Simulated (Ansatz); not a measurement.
Rows from a G0W0 calculation on CaMoO4 (I4_1/a) (Ansatz 0.2.0; G0W0 on LDA, plane waves, PAW; 6×6×6 mesh, 524 empty bands, screening to 130 eV, hard PAW files), in eV. Spin-orbit coupling is left out.

```
row  k  band   start       Σx  Σc at the solution      Vxc
  A  Γ    c1  10.021  -15.120              -4.555  -21.240
  B  Γ    c2  10.452  -15.618              -4.466  -21.675
  C  Γ    c4  10.826  -16.581              -4.347  -22.559
  D  Γ    v3   6.272  -25.511               4.253  -20.733
  E  Γ    v1   6.609  -25.815               4.270  -21.030
  F  Γ    c3  10.786  -16.195              -4.339  -22.166
```

**Question.** Work out each quasiparticle level and how far it moved.

The quasiparticle equation reads E = start + Σx + Σc(E) − Vxc.

```
row  E (eV)  shift (eV)
  A  11.587      +1.566
  B  12.044      +1.591
  C  12.457      +1.630
  D   5.747      −0.525
  E   6.095      −0.514
  F  12.419      +1.633
```

Limits: not at the basis limit; no spin-orbit coupling.

[Paths, hosts, dates, memory and timing lines, banners, echoed tables and standing remarks are left out of the program output.]

[Logs are printed without paths, hosts, clocks, repeated set-up lines and the standing remarks that a program may print on its own settings, such as how far it seeks lower states.]

[Runs of the session that timed out or met a known fault of the program may be left out.]

[Cells called generated may have been cut or substituted from an entry of the Crystallography Open Database or the Materials Project.]

[Hosts, paths, dates, database ids (printed as entryN), source tags and the programs' standing remarks are cut or masked in the printed files.]
